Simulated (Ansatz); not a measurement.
# Lattice dynamics of InSe monolayer, part 2 of 3

Wanted: phonon frequencies of InSe monolayer and what follows from them.

Ansatz 0.2.0; DFT PBEsol, scalar-relativistic, plane waves, PAW; PAW set soft_1.

So far: The starting structure; Relaxation.

## (3) Tight relaxation

Phonons need a cell at rest on their own settings, so the relaxation is repeated with tight tolerances on forces and stress, using the mesh and the filling of the phonon run that follows.

input.yaml reads:

```yaml
crystal:
  lattice:
    - [3.9962906255, 0.0, 0.0]
    - [-1.9981453128, 3.4608892026, 0.0]
    - [0.0, 0.0, 34.09996]
  atoms:
    - { symbol: In, position: [0.3333333333, 0.6666666667, 0.3632434002] }
    - { symbol: In, position: [0.3333333333, 0.6666666667, 0.2819186469] }
    - { symbol: Se, position: [0.6666666667, 0.3333333333, 0.4008638903] }
    - { symbol: Se, position: [0.6666666667, 0.3333333333, 0.2442981568] }
  periodic: [true, true, false]
kpoints:
  mp_grid: { grid: [9, 9, 1] }
hamiltonian:
  xc: pbesol
  pseudopotentials: { kind: paw, azcp: { folder: soft_1 }, xc_functional: pbe }
scf:
  occupations: { method: fixed }
output:
  forces: true
  stress: true
  eigenvalues: true
relax:
  adjacent_minimum: "off"
  f_tol: 0.001
  max_steps: 60
  cell: { stress_2d_tol: 0.002 }
```

Started as:

```console
ansatz run input.yaml --threads 4 --pin off --max-ram 16384MiB --backend cpu --events-out ev --progress --plain --runs-dir out
```

Numbers of over 12 decimals in the logs are rounded to 6 here.

The log of the run:

```text
[...]
Crystal: 4 atoms, lattice volume = 471.627 Å³
Basis set: ecut = 420 eV, 9281 PW (Γ), exchange–correlation on 54×54×480 points (8 copies of the dense FFT grid, shifted against one another)
Bands: 35, of which v1, the nominal top of the filled ones, is band 29 counted from 1 (28 counted from 0)
Symmetry: 12 space group operations
[...]
k-points: 12 of 81 (time reversal used)
[...]
--- Relaxed structure (3 steps of the walk, 2 accepted, 1 SCFs on fresh bases) ---
[...]
cell:  # Å, volume = 471.5786 Å³
    - [3.996086, 2.8866012454870077e-11, 0]
    - [-1.998043, 3.460712, 0]
    - [0, 0, 34.09996]
  atoms:
    - { symbol: In, position: [0.333333, 0.666667, 0.363245] }
    - { symbol: In, position: [0.333333, 0.666667, 0.281917] }
    - { symbol: Se, position: [0.666667, 0.333333, 0.400874] }
    - { symbol: Se, position: [0.666667, 0.333333, 0.244288] }
[key lines of the parts left out:]
SCF converged after 10 iterations
Free energy (F): -21901.256096 eV
Fermi energy:    -6.008433 eV
P = ½ c Tr σ = -0.0017 N/m
```

Elapsed: 26 s, on 4 threads of Arm Neoverse V1, shared host; peak memory 0.81 GiB; 97 s of CPU time.

Little changed from the start: no atom moved by 0.005 Å and no cell edge by 0.1 %.

This step gave:

| Quantity | Value |
| --- | --- |
| gap on the k-mesh | 1.648 eV |
| direct gap on mesh | 1.722 eV |
| area per atom | 3.457 Å² |

The largest force component left is 0.17 meV/Å, within the tolerances set.

## (4) Modes at Γ

The zone centre comes first: it holds the modes that light can see, as far as symmetry allows. The response to a homogeneous field gives the Born charges and the dielectric tensor, and its change with displacement the Raman tensors.

input.yaml, the sections that differ from step 3:

```yaml
crystal:
  lattice:
    - [3.9960857113, 0.0, 0.0]
    - [-1.9980428557, 3.4607117416, 0.0]
    - [0.0, 0.0, 34.09996]
  atoms:
    - { symbol: In, position: [0.3333333333, 0.6666666667, 0.3632454124] }
    - { symbol: In, position: [0.3333333333, 0.6666666667, 0.2819166347] }
    - { symbol: Se, position: [0.6666666667, 0.3333333333, 0.4008740361] }
    - { symbol: Se, position: [0.6666666667, 0.3333333333, 0.244288011] }
  periodic: [true, true, false]
output:
  eigenvalues: true
phonons:
  method: dfpt
  dielectric: true
  raman: true
# kpoints, hamiltonian, scf: as in step 3
# relax: removed
```

The log of the run:

```text
Warning: phonons.dielectric: true without phonons.rigid_motions: the static dielectric tensor ε⁰ will be withheld (ε∞, Z* and the rows of modes are given); for a crystal or a slab, whose only rigid motions are the translations, set phonons.rigid_motions: translations
Warning: crystal.symmetry: narrowed to the stabiliser of the run's FFT grids — unitary ops 12 → 6. A phonons.method: dfpt run fills in the rows of the dynamical matrix that it does not solve by its symmetry operations, which is exact only for operations that map its FFT grids onto themselves: filled in by any other, the frequencies could depend on the order in which like atoms are typed, or, by more than the grids' own error, on where the crystal sits among the grids' points. Excluded: 6 operations. The run can therefore solve more perturbations, solve them on more k-points, or both, and cost more. [rest of the remark cut]
[...]
Crystal: 4 atoms, lattice volume = 471.579 Å³
Basis set: ecut = 420 eV, 9281 PW (Γ), exchange–correlation on 54×54×480 points (8 copies of the dense FFT grid, shifted against one another)
Bands: 35, of which v1, the nominal top of the filled ones, is band 29 counted from 1 (28 counted from 0)
Symmetry: 12 space group operations
k-points: 25 of 81 (irreducible under 2 space group operations, time reversal used)
[...]
SCF iter  12: F=-21901.256096 eV  HF=-21901.256096 eV  |F-HF|=1.09e-10  |Δ(HF+E_count)|=  2.55e-10  Δρ=3.45e-8  dr2=2.30e-11  ethr=1.00e-12  ⟨swp⟩=25.0  Hψ=7781  notcnv=0
SCF 1 converged in 12 iterations: F = -21901.256096 eV  dr2 = 2.30e-11
[...]
NSCF: frozen V_eff on 2 k-points
DFPT response loops at Γ: preconditioner auto → none (the input reference at scf.mixing.eps_inf says where Resta's filter doesn't serve); β = 0.50; Broyden in place of MSR1
── the response to a field inside a basis, on 16×16×2 k-points: an SCF that follows is theirs, and a resumed run solves both again ──
Bands: 30, of which v1, the nominal top of the filled ones, is band 29 counted from 1 (28 counted from 0)
k-points: 136
[...]
Eigensolver: Dense (136 Hₖ)
SCF iter   1: F=—  HF=-21901.226334 eV  |F-HF|=—  |Δ(HF+E_count)|=         —  Δρ=7.23e-5  dr2=1.06e-5  ethr=1.00e-1
[...]
SCF iter   7: F=-21901.226339 eV  HF=-21901.226339 eV  |F-HF|=2.91e-11  |Δ(HF+E_count)|=  2.15e-10  Δρ=5.48e-8  dr2=6.46e-12  ethr=1.00e-12
SCF 1 converged in 7 iterations: F = -21901.226339 eV  dr2 = 6.46e-12
[...]
SCF converged after 12 iterations
Free energy (F): -21901.256096 eV
[...]
Internal energy: -21901.256096 eV  (E = F + TS)
E sigma→0 (E₀):  -21901.256096 eV
Fermi energy:    -6.008435 eV
[...]
--- Band table (eV; the first three rows and the last of 25) ---
  k-point 0: bands = [... 25 lower, -6.4578, -6.3799, -6.3799, -6.0821, -4.3602, -3.1977, -0.9082 (-0.9082°), -0.9082 (-0.9082°), ... 2 higher]
  k-point 1: bands = [... 25 lower, -7.0311, -6.6141, -6.5178, -6.0172, -3.7637, -2.5826, -1.5380 (-1.5380°), -0.7853 (-0.7853°), ... 2 higher]
  k-point 2: bands = [... 25 lower, -7.7164, -6.9671, -6.8331, -6.0406, -3.2001, -2.9200, -1.2247 (-1.2247°), -1.0238 (-1.0237°), ... 2 higher]
  k-point 24: bands = [... 25 lower, -8.3352, -8.0474, -7.5462, -6.4478, -2.9674, -2.8289, -1.9095, -0.6219, ... 2 higher]
  ° read free of the cell's end (the report's vacuum.weakly_bound_levels)
--- Phonons (Γ-DFPT): 8 representative perturbations + reference, on 25 of 81 k-points (Σ response iterations 30) ---
  ASR residual: 8.745e-5 → 0.000e0 eV/Å²; symmetrization residual: 4.299e-5 eV/Å²
  The last average, over the group as it would stand without the narrowing to the FFT grids, took up to 7.446e-6 eV/Å² of the zone centre's force constants
  ASR residual per site (eV/Å²): 2.13e-5 1.53e-5 8.74e-5 6.72e-5
  Γ frequencies (cm⁻¹): 0.00 0.00 0.00 36.28 36.28 105.87 169.58 169.58 173.56 173.56 198.95 226.42
  ε∞ (high-frequency dielectric tensor):
        2.738928    -0.000000     0.000000
       -0.000000     2.738928     0.000000
        0.000000     0.000000     1.211974
  α∞ (the layer's polarisability for a field applied outside it; Å, Gaussian; ε∞ is over the cell's 34.100 Å):
        4.718734    -0.000000     0.000000
       -0.000000     4.718734     0.000000
        0.000000     0.000000     0.575211
  ε⁰ (static dielectric tensor): not given — the deck does not say what the cell's rigid motions are, and on a molecule in a box or a wire the rigid rotations would enter the sum over the modes at Γ. For a crystal or a slab, whose only rigid motions are the translations, set phonons.rigid_motions: translations.
  Born effective charges Z* (e; rows j = field, columns β = displacement):
    site 0:
         2.37660   -0.00000   -0.00000
         0.00000    2.37660   -0.00000
        -0.00000    0.00000    0.16577
    site 1:
         2.37660   -0.00000    0.00000
         0.00000    2.37660   -0.00000
         0.00000   -0.00000    0.16577
    site 2:
        -2.37660    0.00000   -0.00000
        -0.00000   -2.37660    0.00000
        -0.00000   -0.00000   -0.16577
    site 3:
        -2.37660    0.00000    0.00000
        -0.00000   -2.37660    0.00000
        -0.00000    0.00000   -0.16577
  Z* charge neutrality: 5.005e-3 e pre-enforcement
  solved inside a basis spanned on kpoints, on 16×16×2 k-points transformed towards the longest dipole: ε∞ is read to err by 1.0e-2, Z* by 1.9e-2 e (field_mesh: kpoints solves on kpoints); Z* is corrected for what the basis lacks
  Raman tensors (in the event stream and the table raman_tensors.tsv): an entry may err by 4.5e-1 Å², one of the second-order susceptibility by 6.6e-1 pm/V (basis, points and sum rule); their sum over the sites missed zero by 8.085e-4 Å² ahead of its enforcement
  optical modes at Γ without the LO–TO term, one row a degenerate level:
      ω (cm⁻¹)  modes    IR ((D/Å)²/amu)  static Raman (Å⁴/amu)  depolarisation
         36.28      2             0.0000                 0.2902           0.750
        105.87      1             0.0000                52.6293           0.092
        169.58      2             0.0000                 0.3405           0.750
        173.56      2            11.1401                 0.7134           0.750
        198.95      1             0.0271                 0.0000               —
        226.42      1             0.0000               169.5887           0.118
```

Wall time 40 min (4 threads); peak memory 4.6 GiB; 2.5 h of CPU time.

Numbers from this step:

```yaml
sum_rule_residual_before_enforcement: 8.74e-5 eV/Å²
miss_of_the_charge_sum_rule: 0.005005 e
estimated_error_of_the_dielectric_tensor: 0.01024
estimated_error_of_the_born_charges: 0.01859 e
point_group: -6m2
highest_optical_mode_at_the_zone_centre_no_lo_to_term: 226.4 cm⁻¹
lowest_optical_zone_centre_mode: 36.28 cm⁻¹
largest_born_charge_third_of_the_trace: 1.640 e
```

Without the LO-TO term. Patterns of degenerate modes are one choice out of their space. Modes at Γ, with each element's share of the kinetic energy:

```tsv
mode	frequency (cm⁻¹)	symmetry	In %	Se %
1	0.0	acoustic	59	41
2	0.0	acoustic	59	41
3	0.0	acoustic	59	41
4	36.3	E''	62	38
5	36.3	E''	62	38
6	105.9	A1'	30	70
7	169.6	E''	38	62
8	169.6	E''	38	62
9	173.6	E'	41	59
10	173.6	E'	41	59
11	198.9	A2''	41	59
12	226.4	A1'	70	30
```

Displacements in mode 5 (36.3 cm⁻¹), the largest set to 1:
```
In1  1.00  0.37  0.00
In2 -1.00 -0.37  0.00
Se3  0.95  0.36  0.00
Se4 -0.95 -0.36  0.00
```

Displacements in mode 6 (105.9 cm⁻¹), the largest set to 1:
```
In1  0.00  0.00  0.55
In2  0.00  0.00 -0.55
Se3  0.00  0.00  1.00
Se4  0.00  0.00 -1.00
```

High-frequency dielectric tensor, averaged over the cell of height 34.1 Å or as lengthened by the program, vacuum included. Tensor:

```tsv
	x	y	z
x	2.739	0	0
y	0	2.739	0
z	0	0	1.212
```

Born charge (rows field, columns displacement) (e), principal values of the symmetric part by kind of site:

```tsv
atom	atoms with these values	low	middle	high	mean
In1	2	0.17	2.38	2.38	1.64
Se3	2	-2.38	-2.38	-0.17	-1.64
```

In full for Se3:

```
-2.38  0.00  0.00
 0.00 -2.38  0.00
 0.00  0.00 -0.17
```

Transverse modes. Lines of the infrared spectrum (strongest = 100):

```tsv
position (cm⁻¹)	label	relative intensity
36	E''	0.0
106	A1'	0.0
170	E''	0.0
174	E'	100
199	A2''	0.2
226	A1'	0.0
```

Activity x (w_L - w)^4 (n + 1)/w, 532 nm, 300 K; the tensors are static ones, while 532 nm light lies above the computed direct gap, where resonance would change the heights. Lines of the Raman spectrum (strongest = 100):

```tsv
position (cm⁻¹)	label	relative intensity
36	E''	4.1
106	A1'	100
170	E''	0.3
174	E'	0.6
199	A2''	0.0
226	A1'	88
```

Before it was imposed, the acoustic sum rule was missed by 8.7e-5 eV/Å² and the charge sum rule by 0.0050 e. Small misses are needed for a sound result but don't prove that mesh and cutoff are converged. The lowest optical mode is real, 36.3 cm⁻¹.

## (5) Phonons on a q mesh

Stability and thermal properties need the whole zone. Linear response on a 3×3×1 q mesh gives force constants as far as a supercell of that size would, and the tensors from the zone-centre run are typed in so that the long-range dipole term is interpolated apart.

input.yaml, the sections that differ from step 4:

```yaml
phonons:
  method: dfpt
  qmesh: [3, 3, 1]
  temperatures: { t_max: 1000, t_step: 50 }
  qpath:
    path:
      - [0.0, 0.0, 0.0]
      - [0.5, 0.0, 0.0]
      - [0.33333333, 0.33333333, 0.0]
      - [0.0, 0.0, 0.0]
    npoints: 10
  isolated: true
  non_analytic_term:
    high_frequency_dielectric_tensor: [[2.7389, 0.0, 0.0], [0.0, 2.7389, 0.0], [0.0, 0.0, 1.212]]
    born_effective_charges:
      - { species: In, tensor: [[2.3766, 0.0, 0.0], [0.0, 2.3766, 0.0], [0.0, 0.0, 0.1658]] }
      - { species: In, tensor: [[2.3766, 0.0, 0.0], [0.0, 2.3766, 0.0], [0.0, 0.0, 0.1658]] }
      - { species: Se, tensor: [[-2.3766, 0.0, 0.0], [0.0, -2.3766, 0.0], [0.0, 0.0, -0.1658]] }
      - { species: Se, tensor: [[-2.3766, 0.0, 0.0], [0.0, -2.3766, 0.0], [0.0, 0.0, -0.1658]] }
    source: "zone-centre run at this cell"
# crystal, kpoints, hamiltonian, scf, output: as in step 4
```

The log of the run:

```text
Warning: phonons: the dynamical matrix that this run interpolates holds no multipole term above the dipole-dipole one, and a site of this crystal is no centre of inversion, so its interpolated transverse optical and acoustic branches and sound speeds can stay off near Gamma, and the density of states and the thermodynamics with them. What a run solves at a wave vector of phonons.qpoints, Gamma apart, where the deck admits one, is free of this, and under fd what a larger phonons.supercell samples
[...]
Crystal: 4 atoms, lattice volume = 471.579 Å³
Basis set: ecut = 420 eV, 9281 PW (Γ), exchange–correlation on 54×54×480 points (8 copies of the dense FFT grid, shifted against one another)
Bands: 35, of which v1, the nominal top of the filled ones, is band 29 counted from 1 (28 counted from 0)
Symmetry: 12 space group operations
k-points: 12 of 81 (irreducible under 6 space group operations, time reversal used)
[...]
SCF iter  13: F=-21901.256096 eV  HF=-21901.256096 eV  |F-HF|=2.18e-11  |Δ(HF+E_count)|=  5.09e-11  Δρ=3.11e-8  dr2=3.61e-12  ethr=1.00e-12  ⟨swp⟩=23.1  Hψ=3798  notcnv=0
SCF 1 converged in 13 iterations: F = -21901.256096 eV  dr2 = 3.61e-12
[...]
DFPT response loops at q = (0, 0, 0) (fractional): preconditioner auto → none (the input reference at scf.mixing.eps_inf says where Resta's filter doesn't serve); β = 0.50; Broyden in place of MSR1
[...]
SCF converged after 13 iterations
Free energy (F): -21901.256096 eV
[...]
Internal energy: -21901.256096 eV  (E = F + TS)
E sigma→0 (E₀):  -21901.256096 eV
Fermi energy:    -6.008432 eV
[...]
--- Band table (eV; the first three rows and the last of 12) ---
  k-point 0: bands = [... 25 lower, -6.4578, -6.3799, -6.3799, -6.0821, -4.3602, -3.1977, -0.9082 (-0.9082°), -0.9082 (-0.9082°), ... 2 higher]
  k-point 1: bands = [... 25 lower, -7.0311, -6.6141, -6.5178, -6.0172, -3.7637, -2.5826, -1.5380 (-1.5380°), -0.7853 (-0.7852°), ... 2 higher]
  k-point 2: bands = [... 25 lower, -7.7164, -6.9671, -6.8331, -6.0406, -3.2001, -2.9200, -1.2247 (-1.2247°), -1.0238 (-1.0237°), ... 2 higher]
  k-point 11: bands = [... 25 lower, -8.8525, -7.7852, -7.3020, -7.1060, -3.4922, -2.8040, -1.9607, -0.9793, ... 2 higher]
  ° read free of the cell's end (the report's vacuum.weakly_bound_levels)
--- Phonons (Γ-DFPT): 8 representative perturbations + reference (Σ response iterations 30) ---
  ASR residual: 5.084e-5 → 0.000e0 eV/Å²; symmetrization residual: 4.118e-5 eV/Å²
[...]
ASR residual per site (eV/Å²): 2.08e-5 2.44e-5 5.08e-5 3.69e-5
[...]
--- Phonons (arbitrary-q DFPT): 3 irreducible q on the 3×3×1 mesh ---
  q = [0.0000, 0.0000, 0.0000] (star 1, of the zone-centre solve; hermiticity 7.06e-6, symmetrization 6.82e-11, taken by the last average 3.75e-7): -0.00 -0.00 0.00 36.28 36.28 105.87 169.58 169.58 173.56 173.56 198.95 226.42
  q = [0.0000, 0.3333, 0.0000] (star 6, 12 solved perturbations on 45 of 81 k-point pairs; hermiticity 7.57e-6, symmetrization 2.95e-10, taken by the last average 9.40e-7): 38.64 42.25 57.99 59.02 85.52 115.95 171.09 172.71 175.15 194.88 195.14 222.99
  q = [0.3333, 0.3333, 0.0000] (star 2, 8 solved perturbations in 256 linear systems a pass and spin channel, the states on 45 of 81 k-point pairs; hermiticity 5.16e-6, symmetrization 6.59e-7, taken by the last average 1.34e-6): 44.30 45.45 74.76 86.66 87.37 120.92 175.65 180.68 184.08 184.99 188.62 220.06
  sum rule: each row above includes the acoustic sum rule's correction from the zone centre's row sums; it moved no ω² by more than (0.42 cm⁻¹)²
  mesh force constants: q→R imaginary residual 0.00e0; ASR residual 5.084e-5 → 0.000e0 eV/Å²; symmetrization residual 4.441e-15 eV/Å²
  interpolated dispersion: 31 rows × 12 modes
  density of states and harmonic sums: on the 18×18×1 q-mesh, interpolated from the force constants of a 3×3×1 supercell (with the dipole–dipole term of supplied tensors)
  largest difference from the sums on the solved wave vectors: F 9.05e-2 eV, S 1.15e-4 and C_V 2.47e-5 eV/K
  zero-point energy: 0.094709 eV/cell   skipped modes (ω ≤ 0): 5, of them read as no rigid motion or as one in doubt: 2 (3.704e-2 modes/cell left out, lowest -6.11 cm⁻¹)   left out of the sums: 3.86e-3 of the cell's modes: C_V's classical limit lies that fraction below 3 k_B per atom; for a crystal, a wire or a layer, F and S can be off by more, and a phonons.interpolated_qmesh denser along its periods is the remedy for the sampling
```

The job ended after 9 min (4 threads; peak memory 2.4 GiB).

Numbers from this step:

```yaml
sum_rule_residual_before_enforcement: 5.08e-5 eV/Å²
lowest_frequency_on_the_path: -6.175 cm⁻¹
highest_frequency_on_the_path_or_at_a_solved_wavevector: 226.4 cm⁻¹
lowest_mode_on_the_q_mesh_acoustic_modes_at_gamma_apart: 36.28 cm⁻¹
```

Frequencies (cm⁻¹) solved at each irreducible wavevector; negative means imaginary. Frequencies by wavevector, by row:

```tsv
q in reciprocal lattice units	star	mode 1	mode 2	mode 3	mode 4	mode 10	mode 11	mode 12
0 0 0	1	0	0	0	36.3	173.6	198.9	226.4
0 0.3333 0	6	38.6	42.2	58	59	194.9	195.1	223
0.3333 0.3333 0	2	44.3	45.5	74.8	86.7	185	188.6	220.1
```

Interpolated from a 3×3×1 q mesh, with the LO-TO term (at Γ the limit along the path; where Γ stands inside the path, tables give the limit on arrival). Phonon branches along the path, in cm⁻¹:

```tsv
point	branch 1	branch 2	branch 3	branch 4	branch 9	branch 10	branch 11	branch 12
Γ	0	0	0	36	174	174	199	226
halfway	29	32	53	58	175	195	201	223
M	46	52	54	61	184	189	189	224
halfway	44	48	65	75	184	185	187	222
K	44	46	75	87	184	185	189	220
halfway	32	45	55	62	178	193	198	222
Γ	0	0	0	36	174	174	199	226
```

(Continued in part 3 of 3.)

[Logs are printed without paths, hosts, clocks, repeated set-up lines and the standing remarks that a program may print on its own settings, such as how far it seeks lower states.]

[Hosts, paths, dates, database ids (printed as entryN), source tags and the programs' standing remarks are cut or masked in the printed files.]
